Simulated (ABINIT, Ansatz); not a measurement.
# MgTiF6 (R-3): G0W0 on several meshes in ABINIT

Aim: the GW shift of MgTiF6 (R-3) against the k mesh.

Calculated with ABINIT 10.8.3; PBEsol and many-body steps on it, plane waves.

### Step 1. The starting structure

It takes space group R-3 (No. 148, trigonal). The conventional cell has a = 5.217 Å, b = 5.217 Å, c = 13.334 Å, α = 90.00°, β = 90.00°, γ = 120.00°. Nearest to Mg lie 6 F at 1.97 Å. Ti has 6 F at 1.87 Å nearest. Nearest to F lie 1 Ti at 1.87 Å and 1 Mg at 1.97 Å. Farther neighbours and most contacts between anions are not listed.

Coordinates:

```cif
data_structure
_symmetry_space_group_name_H-M 'P 1'
_symmetry_Int_Tables_number 1
_cell_length_a 5.3688
_cell_length_b 5.3688
_cell_length_c 5.3688
_cell_angle_alpha 58.132
_cell_angle_beta 58.132
_cell_angle_gamma 58.132
_cell_volume 104.74
loop_
_atom_site_label
_atom_site_type_symbol
_atom_site_fract_x
_atom_site_fract_y
_atom_site_fract_z
_atom_site_occupancy
Mg1 Mg 0.50000 0.50000 0.50000 1
Ti2 Ti 0.00000 0.00000 0.00000 1
F3 F 0.67162 0.84246 0.24224 1
F4 F 0.84246 0.24224 0.67162 1
F5 F 0.75776 0.32838 0.15754 1
F6 F 0.15754 0.75776 0.32838 1
F7 F 0.32838 0.15754 0.75776 1
F8 F 0.24224 0.67162 0.84246 1
```

The cell and positions are those that the Materials Project relaxed with its own functionals (PBE, PBE+U or r2SCAN), kept fixed.

### Step 2. Empty states on the mesh, 2×2×2 mesh, 222 bands

This step: ABINIT 10.8.3; DFT, PBEsol, plane waves, norm-conserving pseudopotentials.

The sums over transitions need many empty states on a uniform mesh; this step solves for them.

Input file run.abi:

```
acell 3*1.0 Angstrom
rprim 
  2.608280093927 1.505891214373 4.444507563992
  -2.608280093927 1.505891214373 4.444507563992
  0.000000000000 -3.011782428679 4.444507564015
ntypat 3
znucl 12 22 9
natom 8
typat 1 2 3 3 3 3 3 3
xred 
  0.500000000000 0.500000000000 0.500000000000
  0.000000000000 -0.000000000000 -0.000000000000
  0.671617650000 0.842455580000 0.242244330000
  0.842455580000 0.242244330000 0.671617650000
  0.757755670000 0.328382350000 0.157544420000
  0.157544420000 0.757755670000 0.328382350000
  0.328382350000 0.157544420000 0.757755670000
  0.242244330000 0.671617650000 0.842455580000
pp_dirpath "pseudos"
pseudos "Mg.upf, Ti.upf, F.upf"
ecut 38
ngkpt 2 2 2
nshiftk 1
shiftk 0 0 0
kptopt 1
chksymbreak 0
iscf -2
irdden 1
istwfk *1
nband 222
nbdbuf 20
tolwfr 1e-09
nstep 60
prtvol 0
indata_prefix "in"
outdata_prefix "out"
tmpdata_prefix "tmp"
```

Launch:

```console
> OMP_NUM_THREADS=1 mpirun -n 4 abinit run.abi > log
```

Numbers of over 12 decimals in the logs are rounded to 6 here.

What it wrote:

```text
.Version 10.8.3 of ABINIT. v10.8.2 released Aug 2026.

 Symmetries : space group R-3 (#148); Bravais hR (rhombohedral)
[... echo of the input left out ...]
== DATASET  1 ==================================================================
-   mpi_nproc: 4, omp_nthreads: 1 (-1 if OMP is not activated)

--- !DatasetInfo
iteration_state: {dtset: 1, }
dimensions: {natom: 8, nkpt: 4, mband: 222, nsppol: 1, nspinor: 1, nspden: 1, mpw: 7942, }
cutoff_energies: {ecut:  38.0, pawecutdg:  -1.0, }
[...]
2.84834    2.85325    2.85325    2.88793    2.91379    2.91565    2.91565    2.94977
   2.96200    2.99595    2.99595    3.02500    3.04034    3.04038    3.06111    3.06117
   3.08039    3.08082    3.08447    3.09102    3.09202    3.12379
 prteigrs : prtvol=0 or 1, do not print more k-points.

== END DATASET(S) ==============================================================
================================================================================

 -outvars: echo values of variables after computation  --------
            nband         222
             nkpt           4
          spgroup         148
 [... the other variables as echoed above ...]

 Calculation completed.
```

The job ended after 2.6 min (4 MPI ranks of Intel Xeon Platinum 8259CL at 2.50GHz (Skylake/Cascade Lake), shared host; peak memory 0.56 GiB; 10 min of CPU time).

Numbers from this step:

| Item | Value |
| --- | --- |
| gap | 4.879 eV |
| k of the valence top | 0, 0, 0 |
| k of the conduction bottom | 0.5, 0.5, 0 |
| least direct gap | 4.888 eV |
| k points computed | 4 |
| lowest point of the top converged band, above the valence top | 78.2216 eV |

On this mesh the gap is 4.879 eV.

The density comes from a self-consistent run that is not shown.

### Step 3. Screening, 2×2×2 mesh, 101 bands, screening to 114.3 eV

The RPA dielectric matrix is built and inverted for each q.

This step: RPA screening on PBEsol, plane waves, norm-conserving pseudopotentials.

Edit run.abi of step 2 so:

```diff
@@ -26,10 +26,11 @@
 chksymbreak 0
-iscf -2
-irdden 1
 istwfk *1
-nband 222
-nbdbuf 20
-tolwfr 1e-09
-nstep 60
-prtvol 0
+occopt 1
+irdwfk 1
+optdriver 3
+nband 101
+ecuteps 4.2
+inclvkb 2
+awtr 1
+symchi 1
 indata_prefix "in"
```

What it wrote:

```text
.Version 10.8.3 of ABINIT. v10.8.2 released Aug 2026.

 Symmetries : space group R-3 (#148); Bravais hR (rhombohedral)
[... echo of the input left out ...]
== DATASET  1 ==================================================================
-   mpi_nproc: 4, omp_nthreads: 1 (-1 if OMP is not activated)

--- !DatasetInfo
iteration_state: {dtset: 1, }
dimensions: {natom: 8, nkpt: 4, mband: 101, nsppol: 1, nspinor: 1, nspden: 1, mpw: 7942, }
cutoff_energies: {ecut:  38.0, pawecutdg:  -1.0, }
electrons: {nelect:   6.40000000E+01, charge:   0.00000000E+00, occopt:   1.00000000E+00, tsmear:   1.00000000E-02, }

 SCREENING: Calculation of the susceptibility and dielectric matrices

 Based on a program developped by R.W. Godby, V. Olevano, G. Onida, and L. Reining.
 Incorporated in ABINIT by V. Olevano, G.-M. Rignanese, and M. Torrent.
.Using double precision arithmetic ; gwpc =  8

[... cell and pseudopotentials left out ...]
--------------------------------------------------------------------------------

 ==== K-mesh for the wavefunctions ====
 Number of points in the irreducible wedge :     4
[... list of points left out ...]
 Together with  6 symmetry operations and time-reversal symmetry
 yields     8 points in the full Brillouin Zone.

 ==== Q-mesh for the screening function ====
 Number of points in the irreducible wedge :     4
[... list of points left out ...]
 Together with  6 symmetry operations and time-reversal symmetry
 yields     8 points in the full Brillouin Zone.

 setmesh: FFT mesh size selected  =    40x   40x   40
          total number of points  =        64000

 vcoul_init : cutoff-mode = AUXILIARY_FUNCTION
 q-points for optical limit:   1
     1)      0.000010    0.000020    0.000030

- screening: taking advantage of time-reversal symmetry
- Maximum band index for partially occupied states nbvw = 32
- Remaining bands to be divided among processors   nbcw = 69
- Number of bands treated by each node ~17

 Number of electrons calculated from density =   64.0000; Expected =   64.0000
 average of density, n =  0.090544
 r_s =    1.3815
 omega_plasma =   29.0259 [eV]

 calculating chi0 at frequencies [eV] :
  1    0.000000E+00    0.000000E+00
  2    0.000000E+00    2.902592E+01

--------------------------------------------------------------------------------
  q-point number  1        q = ( 0.000000, 0.000000, 0.000000) [r.l.u.]
--------------------------------------------------------------------------------
[... chi0 elements left out ...]
 For q-point:  0.000010 0.000020 0.000030
  dielectric constant =   2.2834
  dielectric constant without local fields =   2.6485

  Average fulfillment of the sum rule on Im[epsilon] for q-point    1 :     33.09  [%]
[... wings left out ...]
  q-point number  2        q = ( 0.500000, 0.000000, 0.000000) [r.l.u.]
--------------------------------------------------------------------------------
[... chi0 elements left out ...]
  Average fulfillment of the sum rule on Im[epsilon] for q-point    2 :     38.86  [%]

 [... 2 further q-points ...]
```

Run time: 68 s. Hardware: 4 MPI ranks; peak memory 1.4 GiB.

Numbers from this step:

```
ε∞ with local fields, on this mesh, along the program's q direction : 2.283
the same without local fields                                       : 2.648
plasma frequency                                                    : 29.03 eV
plane waves in the screening matrix                                 : 295
```

Local fields lower ε∞ by 14 %. On a Γ-centred mesh this coarse the value itself is usually too large, while a short band sum pulls it down.

### Step 4. 2×2×2

The self-energy is evaluated for the states that the input lists, and the levels follow from it, in one-shot runs by the linearised quasiparticle equation.

This step: G0W0 on PBEsol, plane waves, norm-conserving pseudopotentials.

Edit run.abi of step 3 so:

```diff
@@ -29,8 +29,17 @@
 irdwfk 1
-optdriver 3
+optdriver 4
 nband 101
+gwcalctyp 0
+ecutsigx 38
+symsigma 1
+nkptgw 2
+kptgw 
+  0.0000000000 0.0000000000 0.0000000000
+  0.5000000000 0.5000000000 0.0000000000
+bdgw 
+  31 35
+  31 34
 ecuteps 4.2
-inclvkb 2
-awtr 1
-symchi 1
+irdscr 1
+ppmodel 1
 indata_prefix "in"
```

What it wrote:

```text
.Version 10.8.3 of ABINIT. v10.8.2 released Aug 2026.

 Symmetries : space group R-3 (#148); Bravais hR (rhombohedral)
[... echo of the input left out ...]
== DATASET  1 ==================================================================
-   mpi_nproc: 4, omp_nthreads: 1 (-1 if OMP is not activated)

--- !DatasetInfo
iteration_state: {dtset: 1, }
dimensions: {natom: 8, nkpt: 4, mband: 101, nsppol: 1, nspinor: 1, nspden: 1, mpw: 7942, }
cutoff_energies: {ecut:  38.0, pawecutdg:  -1.0, }
electrons: {nelect:   6.40000000E+01, charge:   0.00000000E+00, occopt:   1.00000000E+00, tsmear:   1.00000000E-02, }

 SIGMA: Calculation of the GW corrections

 Based on a program developped by R.W. Godby, V. Olevano, G. Onida, and L. Reining.
 Incorporated in ABINIT by V. Olevano, G.-M. Rignanese, and M. Torrent.
.Using double precision arithmetic ; gwpc =  8

[... cell and pseudopotentials left out ...]
--------------------------------------------------------------------------------

 ==== K-mesh for the wavefunctions ====
 Number of points in the irreducible wedge :     4
[... list of points left out ...]
 Together with  6 symmetry operations and time-reversal symmetry
 yields     8 points in the full Brillouin Zone.

 ==== Q-mesh for screening function ====
 Number of points in the irreducible wedge :     4
[... list of points left out ...]
 Together with  6 symmetry operations and time-reversal symmetry
 yields     8 points in the full Brillouin Zone.

 vcoul_init : cutoff-mode = AUXILIARY_FUNCTION
 q-points for optical limit:   1
     1)      0.000010    0.000020    0.000030
 setmesh: FFT mesh size selected  =    60x   60x   60
          total number of points  =       216000

 Number of electrons calculated from density =   64.0000; Expected =   64.0000
 average of density, n =  0.090544
 r_s =    1.3815
 omega_plasma =   29.0259 [eV]

 === KS Band Gaps ===
  >>>> For spin  1
   Minimum direct gap =   4.8876 [eV], located at k-point      :   0.0000  0.0000  0.0000
   Fundamental gap    =   4.8790 [eV], Top of valence bands at :   0.0000  0.0000  0.0000
                                       Bottom of conduction at :   0.5000  0.5000  0.0000
 SIGMA fundamental parameters:
 PLASMON POLE MODEL  1
 number of plane-waves for SigmaX                 7895
 number of plane-waves for SigmaC and W            295
 number of plane-waves for wavefunctions          7895
 number of bands                                   101
 number of independent spin polarizations            1
 number of spinorial components                      1
 number of k-points in IBZ                           4
 number of q-points in IBZ                           4
 number of symmetry operations                       6
 number of k-points in BZ                            8
 number of q-points in BZ                            8
 number of frequencies for dSigma/dE                 9
 frequency step for dSigma/dE [eV]                0.25
 number of omega for Sigma on real axis              0
 max omega for Sigma on real axis  [eV]           0.00
 zcut for avoiding poles [eV]                     0.10

 EPSILON^-1 parameters (SCR file):
 dimension of the eps^-1 matrix on file            295
 dimension of the eps^-1 matrix used               295
 number of plane-waves for wavefunctions          7895
 number of bands                                   101
 number of q-points in IBZ                           4
 number of frequencies                               2
 number of real frequencies                          1
 number of imag frequencies                          1

 matrix elements of self-energy operator (all in [eV])

 Perturbative Calculation

--- !SelfEnergy_ee
iteration_state: {dtset: 1, }
kpoint     : [   0.000,    0.000,    0.000, ]
spin       : 1
KS_gap     :    4.888
QP_gap     :    9.655
Delta_QP_KS:    4.768
data: !SigmaeeData |
     Band     E0 <VxcDFT>   SigX SigC(E0)      Z dSigC/dE  Sig(E)    E-E0       E
       31  -1.679 -22.824 -30.081   5.558   0.797  -0.255 -24.177  -1.353  -3.032
       32  -1.679 -22.824 -30.081   5.558   0.797  -0.255 -24.177  -1.353  -3.032
       33   3.208 -21.497 -13.050  -4.173   0.799  -0.251 -18.082   3.415   6.623
       34   3.208 -21.497 -13.050  -4.173   0.799  -0.251 -18.082   3.415   6.623
       35   3.209 -21.446 -13.050  -4.173   0.799  -0.251 -18.072   3.375   6.584

--- !SelfEnergy_ee
iteration_state: {dtset: 1, }
kpoint     : [   0.500,    0.500,    0.000, ]
spin       : 1
KS_gap     :    4.926
QP_gap     :    9.683
Delta_QP_KS:    4.757
data: !SigmaeeData |
     Band     E0 <VxcDFT>   SigX SigC(E0)      Z dSigC/dE  Sig(E)    E-E0       E
       31  -2.102 -22.596 -29.777   5.458   0.797  -0.255 -23.969  -1.374  -3.476
       32  -1.726 -22.772 -30.013   5.540   0.796  -0.256 -24.127  -1.355  -3.081
       33   3.200 -21.436 -12.964  -4.212   0.799  -0.252 -18.033   3.402   6.602
       34   3.298 -21.784 -13.541  -4.006   0.800  -0.251 -18.396   3.388   6.686

== END DATASET(S) ==============================================================
================================================================================

 -outvars: echo values of variables after computation  --------
           etotal      0.0000000000E+00
            nband         101
             nkpt           4
          spgroup         148
 [... the other variables as echoed above ...]

 Calculation completed.
```

The job ended after 20 s (4 MPI ranks; peak memory 1.1 GiB; 77 s of CPU time).

This step gave:

```yaml
g0w0_gap_on_the_points_computed: 9.616 eV
starting_gap_on_the_mesh: 4.879 eV
k_of_the_valence_top: 0, 0, 0
k_of_the_conduction_bottom: 0, 0, 0
z_at_the_valence_top: 0.797
z_at_the_conduction_bottom: 0.799
least_direct_g0w0_gap_on_the_computed_points: 9.616 eV
```

The gap on the mesh goes from 4.88 eV to 9.62 eV, a correction of +4.74 eV.

### Step 5. Empty states on the mesh, 4×4×4 mesh, 111 bands

This step: DFT, PBEsol, plane waves, norm-conserving pseudopotentials.

Edit run.abi of step 4 so:

```diff
@@ -21,3 +21,3 @@
 ecut 38
-ngkpt 2 2 2
+ngkpt 4 4 4
 nshiftk 1
@@ -26,20 +26,10 @@
 chksymbreak 0
+iscf -2
+irdden 1
 istwfk *1
-occopt 1
-irdwfk 1
-optdriver 4
-nband 101
-gwcalctyp 0
-ecutsigx 38
-symsigma 1
-nkptgw 2
-kptgw 
-  0.0000000000 0.0000000000 0.0000000000
-  0.5000000000 0.5000000000 0.0000000000
-bdgw 
-  31 35
-  31 34
-ecuteps 4.2
-irdscr 1
-ppmodel 1
+nband 111
+nbdbuf 10
+tolwfr 1e-09
+nstep 60
+prtvol 0
 indata_prefix "in"
```

What it wrote:

```text
.Version 10.8.3 of ABINIT. v10.8.2 released Aug 2026.

 Symmetries : space group R-3 (#148); Bravais hR (rhombohedral)
[... echo of the input left out ...]
== DATASET  1 ==================================================================
-   mpi_nproc: 4, omp_nthreads: 1 (-1 if OMP is not activated)

--- !DatasetInfo
iteration_state: {dtset: 1, }
dimensions: {natom: 8, nkpt: 14, mband: 111, nsppol: 1, nspinor: 1, nspden: 1, mpw: 7942, }
cutoff_energies: {ecut:  38.0, pawecutdg:  -1.0, }
[...]
1.36548    1.42979    1.44103    1.44103    1.45401    1.45401    1.46152    1.51434
   1.51434    1.54707    1.54707    1.58629    1.58629    1.59489    1.61920    1.61920
   1.63113    1.65779    1.69999    1.71065    1.73409    1.74009    1.74563
 prteigrs : prtvol=0 or 1, do not print more k-points.

== END DATASET(S) ==============================================================
================================================================================

 -outvars: echo values of variables after computation  --------
            nband         111
             nkpt          14
          spgroup         148
 [... the other variables as echoed above ...]

 Calculation completed.
```

It took 3.7 min on 4 MPI ranks; peak memory 0.59 GiB; 15 min of CPU time.

Numbers from this step:

* gap: 4.879 eV
* k of the valence top: 0, 0, 0
* k of the conduction bottom: 0.5, 0.5, 0
* least direct gap: 4.888 eV
* k points computed: 14
* lowest point of the top converged band, above the valence top: 43.94 eV

On this mesh the gap is 4.879 eV.

### Step 6. Screening, 4×4×4 mesh, 101 bands, screening to 114.3 eV

This step: RPA screening on PBEsol, plane waves, norm-conserving pseudopotentials.

Edit run.abi of step 5 so:

```diff
@@ -26,10 +26,11 @@
 chksymbreak 0
-iscf -2
-irdden 1
 istwfk *1
-nband 111
-nbdbuf 10
-tolwfr 1e-09
-nstep 60
-prtvol 0
+occopt 1
+irdwfk 1
+optdriver 3
+nband 101
+ecuteps 4.2
+inclvkb 2
+awtr 1
+symchi 1
 indata_prefix "in"
```

What it wrote:

```text
.Version 10.8.3 of ABINIT. v10.8.2 released Aug 2026.

 Symmetries : space group R-3 (#148); Bravais hR (rhombohedral)
[... echo of the input left out ...]
== DATASET  1 ==================================================================
-   mpi_nproc: 4, omp_nthreads: 1 (-1 if OMP is not activated)

--- !DatasetInfo
iteration_state: {dtset: 1, }
dimensions: {natom: 8, nkpt: 14, mband: 101, nsppol: 1, nspinor: 1, nspden: 1, mpw: 7942, }
cutoff_energies: {ecut:  38.0, pawecutdg:  -1.0, }
electrons: {nelect:   6.40000000E+01, charge:   0.00000000E+00, occopt:   1.00000000E+00, tsmear:   1.00000000E-02, }

 SCREENING: Calculation of the susceptibility and dielectric matrices

 Based on a program developped by R.W. Godby, V. Olevano, G. Onida, and L. Reining.
 Incorporated in ABINIT by V. Olevano, G.-M. Rignanese, and M. Torrent.
.Using double precision arithmetic ; gwpc =  8

[... cell and pseudopotentials left out ...]
--------------------------------------------------------------------------------

 ==== K-mesh for the wavefunctions ====
 Number of points in the irreducible wedge :    14
[... list of points left out ...]
 Together with  6 symmetry operations and time-reversal symmetry
 yields    64 points in the full Brillouin Zone.

 ==== Q-mesh for the screening function ====
 Number of points in the irreducible wedge :    14
[... list of points left out ...]
 Together with  6 symmetry operations and time-reversal symmetry
 yields    64 points in the full Brillouin Zone.

 setmesh: FFT mesh size selected  =    40x   40x   40
          total number of points  =        64000

 vcoul_init : cutoff-mode = AUXILIARY_FUNCTION
 q-points for optical limit:   1
     1)      0.000010    0.000020    0.000030

- screening: taking advantage of time-reversal symmetry
- Maximum band index for partially occupied states nbvw = 32
- Remaining bands to be divided among processors   nbcw = 69
- Number of bands treated by each node ~17

 Number of electrons calculated from density =   64.0000; Expected =   64.0000
 average of density, n =  0.090544
 r_s =    1.3815
 omega_plasma =   29.0259 [eV]

 calculating chi0 at frequencies [eV] :
  1    0.000000E+00    0.000000E+00
  2    0.000000E+00    2.902592E+01

--------------------------------------------------------------------------------
  q-point number  1        q = ( 0.000000, 0.000000, 0.000000) [r.l.u.]
--------------------------------------------------------------------------------
[... chi0 elements left out ...]
 For q-point:  0.000010 0.000020 0.000030
  dielectric constant =   2.2469
  dielectric constant without local fields =   2.6069

  Average fulfillment of the sum rule on Im[epsilon] for q-point    1 :     33.06  [%]
[... wings left out ...]
  q-point number  2        q = ( 0.250000, 0.000000, 0.000000) [r.l.u.]
--------------------------------------------------------------------------------
[... chi0 elements left out ...]
  Average fulfillment of the sum rule on Im[epsilon] for q-point    2 :     43.37  [%]

 [... 12 further q-points ...]
```

Run time: 24 min. Hardware: 4 MPI ranks; peak memory 3.6 GiB; 1.6 h of CPU time.

This step gave:

| Property | Result |
| --- | --- |
| ε∞ with local fields, on this mesh, along the program's q direction | 2.247 |
| the same without local fields | 2.607 |
| plasma frequency | 29.03 eV |
| plane waves in the screening matrix | 295 |

(Part 1 of 2 ends here.)

[Paths, hosts, dates, memory and timing lines, banners, echoed tables and standing remarks are left out of the program output.]

[Logs are printed without paths, hosts, clocks, repeated set-up lines and the standing remarks that a program may print on its own settings, such as how far it seeks lower states.]

[Runs of the session that timed out or met a known fault of the program may be left out.]

[No measured gap is set beside runs whose start may be inverted or whose files or cutoffs have a known fault.]

[Hosts, paths, dates, database ids (printed as entryN), source tags and the programs' standing remarks are cut or masked in the printed files.]

[G0W0 gaps are taken among the corrected bands and points alone; a level outside them can change the order at an edge.]

[Where Ansatz stands beside ABINIT at settings called matched, ABINIT's density can come from a denser mesh and the files from another edition; pairs whose starting gaps differed by over 0.03 eV were left out, so agreement reads better than it is.]
